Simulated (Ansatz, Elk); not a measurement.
## KZn: X-ray structure factors from the self-consistent density

Structure refinements treat a crystal as free atoms side by side. For a made-up structure of KZn (cell and positions from a PBE relaxation) the runs below show what the calculated density changes in F(hkl).

Main program and level: Elk 11.2.3 (patched build); DFT, PBE, all-electron APW+lo, Dirac cores, scalar-relativistic bands, static density, no spin.

The structure was built from a prototype and need not be the compound's stable phase.

## Step 1: Starting point

The structure is cubic, space group Pm-3m (No. 221). The conventional cell has a = 4.198 Å, b = 4.198 Å, c = 4.198 Å, α = 90.00°, β = 90.00°, γ = 90.00°. Nearest to Zn lie 8 K at 3.64 Å. Nearest to K lie 8 Zn at 3.64 Å. Farther neighbours are not listed.

## Step 2: Ground state and structure factors

An all-electron density is needed, since X-rays see the cores too. Task 0 finds the density and task 195 Fourier-transforms it; tshift is off so that phases refer to the origin typed.

elk.in

```
tasks
  0
  195

xctype
  20

spinpol
  .false.

rgkmax
  7.0

gmaxvr
  14.0

lmaxo
  7

lmaxapw
  8

swidth
  0.002

tshift
  .false.

ramdisk
  .false.

hmaxvr
  5.5

maxscl
  120

epspot
  1e-06

sppath
  './'

avec
  7.93373849972 0.00000000000 0.00000000000
  0.00000000000 7.93373849972 0.00000000000
  0.00000000000 0.00000000000 7.93373849972

atoms
  2
  'Zn.in'
  1
  0.0000000000 -0.0000000000 -0.0000000000   0.000000 0.000000 0.000000
  'K.in'
  1
  0.5000000000 0.5000000000 0.5000000000   0.000000 0.000000 0.000000

ngridk
  5 5 5
```

Command:

```bash
OMP_NUM_THREADS=4 elk
```

Numbers of over 12 decimals in the logs are rounded to 6 here.

Output:

```text
┌─────────────────────────┐
│ Elk code version 11.2.3 │
└─────────────────────────┘

All units are atomic (Hartree, Bohr, etc.)

┌─────────────────────────────────────────────────┐
│ Ground-state run starting from atomic densities │
└─────────────────────────────────────────────────┘

Lattice vectors :
   7.933738500       0.000000000       0.000000000
   0.000000000       7.933738500       0.000000000
   0.000000000       0.000000000       7.933738500

Reciprocal lattice vectors :
  0.7919577016       0.000000000       0.000000000
   0.000000000      0.7919577016       0.000000000
   0.000000000       0.000000000      0.7919577016

Unit cell volume      :    499.3828751
Brillouin zone volume :   0.4967134954

Muffin-tin inner radius fraction :   0.1000000000E-01

Nuclei treated as point charges

Species : 1 (Zn)
 parameters loaded from : Zn.in
 name : zinc
 nuclear charge    :   -30.00000000
 electronic charge :    30.00000000
 atomic mass :    119233.3130
 muffin-tin radius :    2.400000000
 number of radial points in muffin-tin :    993
 inner part over the whole radius :   0.9843840322E-02
 number on inner part of muffin-tin    :    701
 approximate nuclear radius :   0.7484757725E-04
 number of mesh points to nuclear radius :    337
 atomic positions (lattice), magnetic fields (Cartesian) :
  1 :   0.00000000  0.00000000  0.00000000    0.00000000  0.00000000  0.00000000

Species : 2 (K)
 parameters loaded from : K.in
 name : potassium
 nuclear charge    :   -19.00000000
 electronic charge :    19.00000000
 atomic mass :    71271.84090
 muffin-tin radius :    2.400000000
 number of radial points in muffin-tin :    993
 inner part over the whole radius :   0.9891652203E-02
 number on inner part of muffin-tin    :    697
 approximate nuclear radius :   0.6514746337E-04
 number of mesh points to nuclear radius :    319
 atomic positions (lattice), magnetic fields (Cartesian) :
  1 :   0.50000000  0.50000000  0.50000000    0.00000000  0.00000000  0.00000000

Total number of atoms per unit cell :    2
Total muffin-tin volume :    115.8116716
 ratio of muffin-tin to unit cell volume :   0.2319095775

Spin treatment :
 spin-unpolarised

Number of Bravais lattice symmetries :   48
Number of crystal symmetries         :   48
Crystal has inversion symmetry
Real symmetric eigensolver will be used

k-point grid :      5     5     5
k-point offset :    0.000000000       0.000000000       0.000000000
k-point set is reduced with full crystal symmetry group
Total number of k-points :       10

Muffin-tin radius times maximum |G+k| :    7.000000000
 using average radius
Maximum |G+k| for APW functions       :    2.916666667
Maximum (1/2)|G+k|²                   :    4.253472222
Maximum |G| for potential and density :    14.00000000
Constant for pseudocharge density :    8
 order of it for each species :   15  15
 order of it for pair densities of each species (exact exchange by exxq0 0: 16) :   10  10
Radial integration step length :    1

G-vector grid sizes :     36    36    36
Number of G-vectors :    23031

Maximum angular momentum used for
 APW functions            :    8
 outer part of muffin-tin :    7
 inner part of muffin-tin :    2

Total nuclear charge    :   -49.00000000
Total core charge       :    22.00000000
Total valence charge    :    27.00000000
Total excess charge     :    0.000000000
Total electronic charge :    49.00000000

Effective Wigner radius, rₛ :    1.344981525

Number of empty states         :      8
Total number of valence states :     22
Total number of core states    :     22

Third-order local-orbitals added for an l without core states : T
Total number of local-orbitals :     30

Exchange-correlation functional :     20     0     0
 Perdew-Burke-Ernzerhof, Phys. Rev. Lett. 77, 3865 (1996)
 gradient requirement :    1
 generalised gradient approximation (GGA)

Smearing type :    3
 Fermi-Dirac
Smearing width :   0.2000000000E-02
Effective electronic temperature (K) :    631.5500496

Mixing type :    3
[...]
Hartree                     :      767.61832436736
 Madelung                    :     -2886.8324639903
 xc potential                :     -136.15326089431
 exchange                    :     -102.78387394000
 correlation                 :     -2.174727
 electron entropic           :    -0.40616398500971E-03
 total energy                :     -2398.5518493711

Density of states at Fermi energy :    30.16258000
 (states/Hartree/unit cell)

Estimated indirect band gap :   0.7816887921E-02
 from k-point 6 to k-point 9
Estimated direct band gap   :   0.1045778620E-01
 at k-point 6

Charges :
 core                        :    22.00000000
 valence                     :    27.00000000
 interstitial                :    2.749044940
 muffin-tins (core leakage)
  species : 1 (Zn)
   atom 1                    :    28.67004684     (  0.8153277467E-04)
  species : 2 (K)
   atom 1                    :    17.58090822     ( -0.1026854228E-06)
 total in muffin-tins        :    46.25095506
 total calculated charge     :    48.99990650
 total charge                :    49.00000000
 error                       :   0.9349999468E-04

RMS change in Kohn-Sham potential (target) :   0.2779735087     (  0.1000000000E-05)
Absolute change in total energy (target)   :   0.1814674775     (  0.1000000000E-03)

[... loops 3 to 12 left out ...]

┌──────────────────┐
│ Loop number : 13 │
└──────────────────┘

Energies :
 Fermi                       :     0.80314567362336E-01
 sum of occupied eigenvalues :     -1382.2200418946
 electron kinetic            :      2435.2746331922
 core electron kinetic       :      2186.9875853812
 Coulomb                     :     -4728.4541568413
 Coulomb potential           :     -3681.1556833234
 nuclear-nuclear             :     -283.09725155482
 electron-nuclear            :     -5214.5271302151
 Hartree                     :      769.17022492864
 Madelung                    :     -2887.8763151796
 xc potential                :     -136.33899176336
 exchange                    :     -102.86216263923
 correlation                 :     -2.176154
 electron entropic           :    -0.44178561093501E-03
 total energy                :     -2398.2182823889

Density of states at Fermi energy :    32.46755764
 (states/Hartree/unit cell)

Estimated indirect band gap :   0.7314613214E-02
 from k-point 6 to k-point 9
Estimated direct band gap   :   0.9480795022E-02
 at k-point 6

Charges :
 core                        :    22.00000000
 valence                     :    27.00000000
 interstitial                :    2.677051238
 muffin-tins (core leakage)
  species : 1 (Zn)
   atom 1                    :    28.73165873     (  0.8002096479E-04)
  species : 2 (K)
   atom 1                    :    17.59129004     ( -0.1017328533E-06)
 total in muffin-tins        :    46.32294876
 total calculated charge     :    48.99990826
 total charge                :    49.00000000
 error                       :   0.9173515561E-04

RMS change in Kohn-Sham potential (target) :   0.7972797180E-06 (  0.1000000000E-05)
Absolute change in total energy (target)   :   0.5277725859E-04 (  0.1000000000E-03)

Convergence targets achieved

┌──────────────────┐
│ Loop number : 14 │
└──────────────────┘

Energies :
 Fermi                       :     0.80314544050988E-01
 sum of occupied eigenvalues :     -1382.2200432453
 electron kinetic            :      2435.2746495372
 core electron kinetic       :      2186.9875875544
 Coulomb                     :     -4728.4541729349
 Coulomb potential           :     -3681.1556915123
 nuclear-nuclear             :     -283.09725155482
 electron-nuclear            :     -5214.5271539516
 Hartree                     :      769.17023257157
 Madelung                    :     -2887.8763271788
 xc potential                :     -136.33900127020
 exchange                    :     -102.86216314905
 correlation                 :     -2.176154
 electron entropic           :    -0.44178536791742E-03
 total energy                :     -2398.2182826676

Density of states at Fermi energy :    32.46754001
 (states/Hartree/unit cell)

Estimated indirect band gap :   0.7314618681E-02
 from k-point 6 to k-point 9
Estimated direct band gap   :   0.9480794799E-02
 at k-point 6

Charges :
 core                        :    22.00000000
 valence                     :    27.00000000
 interstitial                :    2.677051874
 muffin-tins (core leakage)
  species : 1 (Zn)
   atom 1                    :    28.73165811     (  0.8002095449E-04)
  species : 2 (K)
   atom 1                    :    17.59129002     ( -0.1017314375E-06)
 total in muffin-tins        :    46.32294813
 total calculated charge     :    48.99990826
 total charge                :    49.00000000
 error                       :   0.9173513865E-04

┌──────────────────────────────┐
│ Self-consistent loop stopped │
└──────────────────────────────┘

Wrote STATE.OUT
```

It took 8.9 s on 4 threads of Arm Neoverse V1, shared host; peak memory 0.16 GiB.

SFACRHO.OUT:

```text

h k l indices transformed by vhmat matrix:
   1.000000000       0.000000000       0.000000000    
   0.000000000       1.000000000       0.000000000    
   0.000000000       0.000000000       1.000000000    

      h      k      l  multipl.   |H|            Re(F)            Im(F)           |F|

      0      0      0      1   0.0000000       49.000000      0.24465394E-16   49.000000    
     -1      0      0      6  0.79195770       11.089304     -0.19811134E-14   11.089304    
      1     -1      0     12   1.1199973       40.021442     -0.15603346E-14   40.021442    
     -1     -1     -1      8   1.3717110       10.341973     -0.48705077E-14   10.341973    
      0      0     -2      6   1.5839154       35.365925      0.33039517E-14   35.365925    
     -1     -2      0     24   1.7708713       9.9010382     -0.43297723E-14   9.9010382    
      1     -2      1     24   1.9398923       32.063729     -0.13117717E-14   32.063729    
      0      2     -2     12   2.2399946       29.536289      0.23388925E-14   29.536289    
      0     -3      0      6   2.3758731       8.8936683     -0.36675635E-14   8.8936683    
     -1      2     -2     24   2.3758731       8.8975609     -0.55821099E-14   8.8975609    
      3      1      0     24   2.5043901       27.519736     -0.46569431E-14   27.519736    
      1     -3      1     24   2.6266265       8.3504915     -0.11533581E-14   8.3504915    
     -2      2      2      8   2.7434220       25.865324     -0.21766535E-14   25.865324    
     -3      2      0     24   2.8554441       7.8102698      0.27926074E-14   7.8102698    
     -3      1      2     48   2.9632344       24.476080     -0.94873134E-14   24.476080    
      0     -4      0      6   3.1678308       23.287595      0.39857641E-14   23.287595    
      2     -2     -3     24   3.2653253       6.8021363     -0.29246141E-14   6.8021363    
      4     -1      0     24   3.2653253       6.8014938      0.29111355E-14   6.8014938
```

Elk indexes on the primitive cell of elk.in and gives |H| = 4π sin θ/λ in inverse bohr. Below, one row stands for each form hkl of the conventional cell (m members, Friedel mates merged), F is for one primitive cell and the density is static (no thermal factor). Free-atom factors are Waasmaier and Kirfel's, and R is Σm||F|−|F'||/Σm|F|.

```
hkl   m  sin θ/λ (Å⁻¹)  abs F, DFT  neutral atoms   diff.
100   6          0.119      11.089         11.089  -0.000
110  12          0.168      40.021         40.120  -0.099
111   8          0.206      10.342         10.515  -0.173
200   6          0.238      35.366         35.507  -0.141
210  24          0.266       9.901         10.084  -0.183
211  24          0.292      32.064         32.195  -0.132
220  12          0.337      29.536         29.634  -0.098
300   6          0.357       8.894          9.013  -0.119
221  24          0.357       8.898          9.013  -0.115
310  24          0.377      27.520         27.584  -0.064
311  24          0.395       8.351          8.435  -0.085
222   8          0.413      25.865         25.903  -0.038
320  24          0.429       7.810          7.868  -0.058
321  48          0.446      24.476         24.498  -0.022
400   6          0.476      23.288         23.302  -0.014
322  24          0.491       6.802          6.821  -0.019
410  24          0.491       6.801          6.821  -0.019
411  24          0.505      22.256         22.268  -0.012
330  12          0.505      22.255         22.268  -0.013
331  24          0.519       6.347          6.352  -0.005
420  24          0.533      21.349         21.362  -0.012
421  48          0.546       5.929          5.923  +0.006
```

## Step 3: The highest occupied states alone

An energy window below the Fermi level keeps the highest occupied states, to see at which angles they scatter; shallow core shells can lie inside it and anion s states outside. No new self-consistency is needed.

Edit elk.in of step 2 so:

```diff
@@ -1,3 +1,2 @@
 tasks
-  0
   195
@@ -40,2 +39,5 @@
 
+wsfac
+  -0.470930 0.380310
+
 sppath
```

Command:

```bash
OMP_NUM_THREADS=4 elk
```

Output:

```text
┌─────────────────────────────────┐
│ Elk code version 11.2.3 started │
└─────────────────────────────────┘

Info(readinput): the functional depends on the density's gradient
 muffin-tin radial points multiplied by    2.00000
 (not where nrmtscf is given)

┌────────────────────┐
│ Current task : 195 │
└────────────────────┘

Info(sfacrho): density structure factors written to SFACRHO.OUT

 Energy window :  -0.4709300000      0.3803100000

┌──────────────────┐
│ Elk code stopped │
└──────────────────┘
```

Run time: 5.4 s. Hardware: 4 threads; peak memory 0.16 GiB; 6.4 s of CPU time.

States within 15 eV below the Fermi level hold 16.98 electrons; any levels below the window count with the cores. Their amplitudes can exceed the total, where window and core parts have opposite phase:

| hkl | sin θ/λ (Å⁻¹) | abs F, window | abs F, all |
| --- | --- | --- | --- |
| 100 | 0.119 | 6.665 | 11.089 |
| 110 | 0.168 | 10.740 | 40.021 |
| 111 | 0.206 | 5.457 | 10.342 |
| 200 | 0.238 | 8.147 | 35.366 |
| 210 | 0.266 | 4.877 | 9.901 |
| 211 | 0.292 | 6.490 | 32.064 |
| 220 | 0.337 | 5.313 | 29.536 |
| 300 | 0.357 | 4.023 | 8.894 |
| 221 | 0.357 | 4.026 | 8.898 |
| 310 | 0.377 | 4.435 | 27.520 |

[end of part 1 of 2]

[Logs are printed without paths, hosts, clocks, repeated set-up lines and the standing remarks that a program may print on its own settings, such as how far it seeks lower states.]

[Hosts, paths, dates, database ids (printed as entryN), source tags and the programs' standing remarks are cut or masked in the printed files.]
